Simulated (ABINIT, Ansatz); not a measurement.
# ZrPbO3 (Pm-3m): modes at Γ and the response to a field, part 2 of 3

Which modes does ZrPbO3 (Pm-3m) have at the zone centre?

ABINIT 10.8.3; DFT LDA, scalar-relativistic, plane waves, PseudoDojo norm-conserving pseudopotentials.

So far. Step 3 (Relaxation): The volume changes by -7.0 % in this run and stands -7.0 % from the first cell. Step 4 (Ground state): The cell stands at -0.82 GPa: the relaxation ran with a smoothed and higher cutoff and on another k mesh. The relaxed cell has a = 4.108 Å (conventional setting).

## (6) Linear response at Γ

The derivative of the wavefunctions by k comes first, since the response to a field is built on it; then the field and the displacements that symmetry doesn't supply are solved at q = 0.

It reads the wavefunctions written in step 4.

Contents of dfpt_gamma.abi:

```
ndtset 2

# common to the responses
getwfk_filepath "gso_WFK"
kptopt 2
nqpt 1
qpt 0.0 0.0 0.0
asr 0
chneut 0

# d/dk
rfelfd1 2
rfdir1 1 1 1
iscf1 -3
tolwfr1 1.0d-20

# displacements, field
rfphon2 1
rfatpol2 1 5
rfdir2 1 1 1
rfelfd2 3
getddk2 1
tolvrs2 1.0d-10
prtwf2 0

# basis, mesh and filling
ecut 36.0
ngkpt 6 6 6
nshiftk 1
shiftk 0.5 0.5 0.5
istwfk *1
occopt 1
nband 22
nstep 100
diemac 9.0
prtebands 0
prtgsr 0
useylm 1

# cell and atoms
acell 3*1.0 Angstrom
rprim 
    4.107887443 0.0 0.0
    0.0 4.107887443 0.0
    0.0 0.0 4.107887443
ntypat 3
znucl 40 82 8
natom 5
typat 1 2 3 3 3
xred 
    0.0 0.0 0.0
    0.5 0.5 0.5
    0.5 0.0 0.0
    0.0 0.0 0.5
    0.0 0.5 0.0
pp_dirpath "./pseudo"
pseudos "Zr.upf, Pb.upf, O.upf"
```

Started as:

```sh
$ OMP_NUM_THREADS=1 mpirun -n 8 abinit dfpt_gamma.abi > dfpt_gamma.log
```

Numbers of over 12 decimals in the logs are rounded to 6 here.

dfpt_gamma.abo, the main output file:

```text
[banners, grids, parts of the stress and lines that vanish by symmetry left out]
- input  file    -> dfpt_gamma.abi
- output file    -> dfpt_gamma.abo
- root for input  files -> dfpt_gammai
[...]
DATASET    1 : space group Pm -3 m (#221); Bravais cP (primitive cubic)
[...]
nfft =       91125          nkpt =         108
[...]
DATASET    2 : space group Pm -3 m (#221); Bravais cP (primitive cubic)
[...]
nfft =       91125          nkpt =         108
[...]
== DATASET  1 ==================================================================
[...]
cutoff_energies: {ecut:  36.0, pawecutdg:  -1.0, }
[...]
-  8.00000   6.00000  201201                  znucl, zion, pspdat
[...]
Perturbation : derivative vs k along direction   1
[...]
-ETOT  1  -41.288652134936     -4.129E+01 3.940E-01 0.000E+00
 ETOT  2  -41.655054804490     -3.664E-01 1.405E-02 0.000E+00
 ETOT  3  -41.675978965677     -2.092E-02 2.512E-03 0.000E+00
 ETOT  4  -41.677697938700     -1.719E-03 1.724E-04 0.000E+00
 ETOT  5  -41.677861891290     -1.640E-04 3.616E-05 0.000E+00
[...]
At SCF step   23   max residual=  9.99E-21 < tolwfr=  1.00E-20 =>converged.
[...]
Perturbation : derivative vs k along direction   2
[...]
-ETOT  1  -41.286014664464     -4.129E+01 3.940E-01 0.000E+00
[...]
At SCF step   23   max residual=  9.99E-21 < tolwfr=  1.00E-20 =>converged.
[...]
Perturbation : derivative vs k along direction   3
[...]
-ETOT  1  -41.288651903277     -4.129E+01 3.940E-01 0.000E+00
[...]
At SCF step   23   max residual=  9.99E-21 < tolwfr=  1.00E-20 =>converged.
[...]
1        1       0.8803081330    0.0000000000
     1        2       0.0000000000    0.0000000000
     1        3       0.0000000000    0.0000000000
     2        1       0.0000000000    0.0000000000
     2        2       0.8803081330   -0.0000000000
     2        3       0.0000000000    0.0000000000
     3        1       0.0000000000    0.0000000000
     3        2       0.0000000000    0.0000000000
     3        3       0.8803081329    0.0000000000
[...]
== DATASET  2 ==================================================================
[...]
cutoff_energies: {ecut:  36.0, pawecutdg:  -1.0, }
[...]
Perturbation : displacement of atom   1   along direction   1
[...]
-ETOT  1   10.448107059392     -2.607E+03 1.227E+01 1.124E+03
[...]
At SCF step   12       vres2   =  2.58E-11 < tolvrs=  1.00E-10 =>converged.
[...]
Perturbation : displacement of atom   2   along direction   1
[...]
-ETOT  1   3.024979     -1.141E+04 1.747E+01 7.199E+02
[...]
At SCF step   11       vres2   =  5.56E-11 < tolvrs=  1.00E-10 =>converged.
[...]
Perturbation : displacement of atom   3   along direction   1
[...]
-ETOT  1   19.867701559251     -3.717E+03 4.630E+00 1.091E+04
[...]
At SCF step   14       vres2   =  6.97E-11 < tolvrs=  1.00E-10 =>converged.
[...]
Perturbation : displacement of atom   3   along direction   2
[...]
-ETOT  1   6.249330     -3.576E+03 1.633E+00 5.797E+03
[...]
At SCF step   13       vres2   =  8.25E-11 < tolvrs=  1.00E-10 =>converged.
[...]
Perturbation : homogeneous electric field along direction   1
[...]
-ETOT  1  -128.30029246768     -1.283E+02 4.992E+00 2.866E+04
[...]
ETOT 14  -143.30394899110     -6.423E-12 3.113E-12 1.350E-10
 ETOT 15  -143.30394899110     -1.648E-12 3.360E-13 1.657E-11
 At SCF step   15       vres2   =  1.66E-11 < tolvrs=  1.00E-10 =>converged.
[...]
Dielectric tensor, in cartesian coordinates,
[...]
1    7   1    7         6.8761230401        -0.0000000000
   1    7   2    7        -0.0000000000        -0.0000000000
   1    7   3    7        -0.0000000000        -0.0000000000
   2    7   1    7        -0.0000000000        -0.0000000000
   2    7   2    7         6.8761230401        -0.0000000000
   2    7   3    7        -0.0000000000        -0.0000000000
   3    7   1    7        -0.0000000000        -0.0000000000
   3    7   2    7        -0.0000000000        -0.0000000000
   3    7   3    7         6.8761230401        -0.0000000000
  Effective charges, in cartesian coordinates,
[...]
1    1   1    7         5.9253915026         0.0000000000
   2    1   1    7         0.0000000000         0.0000000000
   3    1   1    7         0.0000000000         0.0000000000
   1    2   1    7         3.9067330456         0.0000000000
   2    2   1    7         0.0000000000         0.0000000000
[...]
Effective charges, in cartesian coordinates,
[...]
2    7   1    5         0.0000000000         0.0000000000
   3    7   1    5         0.0000000000         0.0000000000
   1    7   2    5         0.0000000000         0.0000000000
   2    7   2    5        -4.8606321633         0.0000000000
   3    7   2    5         0.0000000000         0.0000000000
   1    7   3    5         0.0000000000         0.0000000000
   2    7   3    5         0.0000000000         0.0000000000
   3    7   3    5        -2.4804542347         0.0000000000
  Phonon wavevector (reduced coordinates) :  0.00000  0.00000  0.00000
 Phonon energies in Hartree :
[...]
Phonon frequencies in cm-1    :
- -1.409213E+02 -1.409213E+02 -1.409213E+02 -1.419562E+00 -1.419562E+00
- -1.419562E+00  3.539405E+01  3.539405E+01  3.539405E+01  1.541560E+02
-  1.541560E+02  1.541560E+02  5.780284E+02  5.780284E+02  5.780284E+02
  Phonon at Gamma, with non-analyticity in the
[...]
Phonon energies in Hartree :
[...]
Phonon frequencies in cm-1    :
- -1.409213E+02 -1.409213E+02 -1.428938E+00 -1.419562E+00 -1.419562E+00
-  3.539405E+01  3.539405E+01  3.539405E+01  8.665738E+01  1.541560E+02
-  1.541560E+02  3.214786E+02  5.780284E+02  5.780284E+02  7.115767E+02
  Phonon at Gamma, with non-analyticity in the
[...]
Phonon energies in Hartree :
[...]
Phonon frequencies in cm-1    :
- -1.409213E+02 -1.409213E+02 -1.428939E+00 -1.419562E+00 -1.419562E+00
-  3.539405E+01  3.539405E+01  3.539405E+01  8.665738E+01  1.541560E+02
-  1.541560E+02  3.214786E+02  5.780284E+02  5.780284E+02  7.115767E+02
  Phonon at Gamma, with non-analyticity in the
[...]
Phonon energies in Hartree :
[...]
Phonon frequencies in cm-1    :
- -1.409213E+02 -1.409213E+02 -1.428939E+00 -1.419562E+00 -1.419562E+00
-  3.539405E+01  3.539405E+01  3.539405E+01  8.665738E+01  1.541560E+02
-  1.541560E+02  3.214786E+02  5.780284E+02  5.780284E+02  7.115767E+02
[...]
fcart2     0.0000000000E+00  0.0000000000E+00  0.0000000000E+00
           strten2     0.0000000000E+00  0.0000000000E+00  0.0000000000E+00
================================================================================
```

Wall time 6.4 min (8 MPI ranks of Arm Neoverse V2, shared host).

Read from the output:

- miss of the charge sum rule: 0.01058 e
- largest acoustic frequency at the zone centre before the sum rule: -1.42 cm⁻¹
- highest optical zone-centre mode (no LO-TO term): 578.0 cm⁻¹
- lowest optical zone-centre mode: -140.9 cm⁻¹
- mean high-frequency dielectric constant: 6.876
- largest Born charge in size (third of the trace): 5.925 e

Born charge (rows field, columns displacement), before the sum rule (e), principal values of the symmetric part by kind of site:

```tsv
atom	atoms with these values	low	middle	high	mean
Zr1	1	5.93	5.93	5.93	5.93
Pb2	1	3.91	3.91	3.91	3.91
O3	3	-4.86	-2.48	-2.48	-3.27
```

In full for Pb2:

```
3.91 0.00 0.00
0.00 3.91 0.00
0.00 0.00 3.91
```

High-frequency dielectric tensor:

```
6.88 0.00 0.00
0.00 6.88 0.00
0.00 0.00 6.88
```

The acoustic modes at Γ come out as far as 1.4 cm⁻¹ from zero, where they should vanish, a small numerical error; the Born charges miss their sum rule by 0.011 e, which is good. The lowest optical mode is imaginary, 141i cm⁻¹, an instability at this level and on this k mesh.

## (7) Modes with the sum rule

anaddb reads the merged derivatives, imposes the acoustic sum rule and charge neutrality, and adds the LO-TO term along chosen directions.

Contents of anaddb.abi:

```
ddb_filepath "gamma_DDB"
output_file "anaddb.abo"
outdata_prefix "anaddb"
asr 1
chneut 1
enunit 2
eivec 1
nph1l 1
qph1l 0.0 0.0 0.0 1.0
dieflag 2
nph2l 3
qph2l 
    1.0 0.0 0.0 0.0
    0.0 0.0 1.0 0.0
    1.0 1.0 1.0 0.0
```

Contents of mrgddb.in:

```
gamma_DDB
merged
2
dfpt_gammao_DS2_DDB
gso_DDB
```

Started as:

```sh
$ mrgddb < mrgddb.in > mrgddb.log
$ OMP_NUM_THREADS=1 anaddb anaddb.abi > anaddb.log
```

anaddb.abo, the main output file:

```text
[banners, grids, parts of the stress and lines that vanish by symmetry left out]
-outvars_anaddb: echo values of input variables ----------------------

 Flags :
[...]
Dielectric Tensor and Effective Charges
[...]
Effective charge tensors after
[...]
Phonon wavevector (reduced coordinates) :  0.00000  0.00000  0.00000
 Phonon energies in Hartree :
[...]
Phonon energies in meV     :
- -1.746466E+01 -1.746466E+01 -1.746466E+01  0.000000E+00  0.000000E+00
-  0.000000E+00  4.432492E+00  4.432492E+00  4.432492E+00  1.911462E+01
-  1.911462E+01  1.911462E+01  7.166594E+01  7.166594E+01  7.166594E+01
 Phonon frequencies in cm-1    :
- -1.408620E+02 -1.408620E+02 -1.408620E+02  0.000000E+00  0.000000E+00
-  0.000000E+00  3.575046E+01  3.575046E+01  3.575046E+01  1.541698E+02
-  1.541698E+02  1.541698E+02  5.780248E+02  5.780248E+02  5.780248E+02
 Phonon frequencies in Thz     :
- -4.222936E+00 -4.222936E+00 -4.222936E+00  0.000000E+00  0.000000E+00
-  0.000000E+00  1.071772E+00  1.071772E+00  1.071772E+00  4.621895E+00
-  4.621895E+00  4.621895E+00  1.732875E+01  1.732875E+01  1.732875E+01
 Phonon energies in Kelvin  :
- -2.026690E+02 -2.026690E+02 -2.026690E+02  0.000000E+00  0.000000E+00
-  0.000000E+00  5.143694E+01  5.143694E+01  5.143694E+01  2.218160E+02
-  2.218160E+02  2.218160E+02  8.316487E+02  8.316487E+02  8.316487E+02
[...]
-  1  0.00000000E+00  0.00000000E+00 -3.77612857E-04
-     0.00000000E+00  0.00000000E+00  0.00000000E+00
-  2  0.00000000E+00  0.00000000E+00  8.01614912E-04
-     0.00000000E+00  0.00000000E+00  0.00000000E+00
-  3  0.00000000E+00  0.00000000E+00 -3.39908525E-03
-     0.00000000E+00  0.00000000E+00  0.00000000E+00
-  4  0.00000000E+00  0.00000000E+00 -1.43008618E-03
-     0.00000000E+00  0.00000000E+00  0.00000000E+00
-  5  0.00000000E+00  0.00000000E+00 -3.39908525E-03
-     0.00000000E+00  0.00000000E+00  0.00000000E+00
[...]
-  1  0.00000000E+00  3.77612857E-04  0.00000000E+00
-     0.00000000E+00  0.00000000E+00  0.00000000E+00
-  2  0.00000000E+00 -8.01614911E-04  0.00000000E+00
-     0.00000000E+00  0.00000000E+00  0.00000000E+00
-  3  0.00000000E+00  3.39908525E-03  0.00000000E+00
-     0.00000000E+00  0.00000000E+00  0.00000000E+00
-  4  0.00000000E+00  3.39908525E-03  0.00000000E+00
-     0.00000000E+00  0.00000000E+00  0.00000000E+00
-  5  0.00000000E+00  1.43008618E-03  0.00000000E+00
-     0.00000000E+00  0.00000000E+00  0.00000000E+00
[...]
-  1  3.77612857E-04  0.00000000E+00  0.00000000E+00
-     0.00000000E+00  0.00000000E+00  0.00000000E+00
-  2 -8.01614912E-04  0.00000000E+00  0.00000000E+00
-     0.00000000E+00  0.00000000E+00  0.00000000E+00
-  3  1.43008618E-03  0.00000000E+00  0.00000000E+00
-     0.00000000E+00  0.00000000E+00  0.00000000E+00
-  4  3.39908525E-03  0.00000000E+00  0.00000000E+00
-     0.00000000E+00  0.00000000E+00  0.00000000E+00
[...]
Phonon at Gamma, with non-analyticity in the
[...]
Phonon energies in Hartree :
[...]
Phonon energies in meV     :
- -1.746466E+01 -1.746466E+01  0.000000E+00  0.000000E+00  0.000000E+00
-  4.432492E+00  4.432492E+00  4.432492E+00  1.075440E+01  1.911462E+01
[...]
Phonon frequencies in cm-1    :
[...]
Phonon frequencies in Thz     :
[...]
Phonon energies in Kelvin  :
[...]
-  5.143694E+01  5.143694E+01  5.143694E+01  1.247996E+02  2.218160E+02
-  2.218160E+02  4.627462E+02  8.316487E+02  8.316487E+02  1.023942E+03
[...]
-  5  0.00000000E+00  0.00000000E+00 -1.25839614E-03
-     0.00000000E+00  0.00000000E+00  0.00000000E+00
[...]
-  1  0.00000000E+00 -1.25839524E-03  0.00000000E+00
-     0.00000000E+00  0.00000000E+00  0.00000000E+00
-  2  0.00000000E+00 -1.25839521E-03  0.00000000E+00
-     0.00000000E+00  0.00000000E+00  0.00000000E+00
-  3  0.00000000E+00 -1.25839614E-03  0.00000000E+00
-     0.00000000E+00  0.00000000E+00  0.00000000E+00
-  4  0.00000000E+00 -1.25839614E-03  0.00000000E+00
-     0.00000000E+00  0.00000000E+00  0.00000000E+00
-  5  0.00000000E+00 -1.25839539E-03  0.00000000E+00
-     0.00000000E+00  0.00000000E+00  0.00000000E+00
[...]
Phonon at Gamma, with non-analyticity in the
[...]
Phonon energies in Hartree :
[...]
Phonon energies in meV     :
- -1.746466E+01 -1.746466E+01  0.000000E+00  0.000000E+00  0.000000E+00
-  4.432492E+00  4.432492E+00  4.432492E+00  1.075440E+01  1.911462E+01
-  1.911462E+01  3.987638E+01  7.166594E+01  7.166594E+01  8.823648E+01
 Phonon frequencies in cm-1    :
- -1.408620E+02 -1.408620E+02  0.000000E+00  0.000000E+00  0.000000E+00
[...]
Phonon frequencies in Thz     :
[...]
Phonon energies in Kelvin  :
[...]
Phonon at Gamma, with non-analyticity in the
[...]
Phonon energies in Hartree :
[...]
Phonon energies in meV     :
[...]
Phonon frequencies in cm-1    :
[...]
Phonon frequencies in Thz     :
[...]
Phonon energies in Kelvin  :
[...]
-  5.143694E+01  5.143694E+01  5.143694E+01  1.247996E+02  2.218160E+02
-  2.218160E+02  4.627462E+02  8.316487E+02  8.316487E+02  1.023942E+03
[...]
-  4  8.26367170E-04 -5.46618399E-04  1.49970216E-03
-     0.00000000E+00  0.00000000E+00  0.00000000E+00
-  5  8.26367170E-04  2.93036066E-03 -2.79748772E-04
-     0.00000000E+00  0.00000000E+00  0.00000000E+00
[...]
;  5 -2.42710690E-04 -3.16110469E-03 -2.42710690E-04
;     0.00000000E+00  0.00000000E+00  0.00000000E+00
-
```

Elapsed: 0.52 s, on 1 thread.

Read from the output:

```yaml
highest_mode_moved_by_the_lo_to_term: 711.7 cm⁻¹
```

No LO-TO term; unit eigenvectors of the mass-weighted matrix, from anaddb's displacements. Modes at Γ, with each element's share of the kinetic energy (negative means imaginary):

```tsv
mode	frequency (cm⁻¹)	symmetry	Zr %	Pb %	O %
1	-140.9	T1u	2	24	73
2	-140.9	T1u	2	24	73
3	-140.9	T1u	2	24	73
4	0.0	acoustic	26	60	14
5	0.0	acoustic	26	60	14
6	0.0	acoustic	26	60	14
7	35.8	T2u	0	0	100
8	35.8	T2u	0	0	100
9	35.8	T2u	0	0	100
10	154.2	T1u	66	16	18
11	154.2	T1u	66	16	18
12	154.2	T1u	66	16	18
13	578.0	T1u	5	0	95
14	578.0	T1u	5	0	95
15	578.0	T1u	5	0	95
```

Displacements in mode 1 (-140.9 cm⁻¹), the largest set to 1:
```
Zr1  0.00  0.00 -0.11
Pb2  0.00  0.00  0.24
O3   0.00  0.00 -1.00
O4   0.00  0.00 -0.42
O5   0.00  0.00 -1.00
```

Displacements in mode 13 (578.0 cm⁻¹), the largest set to 1:
```
Zr1  0.00  0.00 -0.10
Pb2  0.00  0.00  0.00
O3   0.00  0.00 -0.19
O4   0.00  0.00  1.00
O5   0.00  0.00 -0.19
```

With imaginary modes the relaxed-ion tensors have no meaning and are not tabulated.

The rule also moves an optical mode by 0.4 cm⁻¹.

(Part 2 of 3 ends here.)

[Host names and launcher messages were left out of these logs when they were recorded.]

[Logs are printed without paths, hosts, clocks, repeated set-up lines and the standing remarks that a program may print on its own settings, such as how far it seeks lower states.]

[Hosts, paths, dates, database ids (printed as entryN), source tags and the programs' standing remarks are cut or masked in the printed files.]
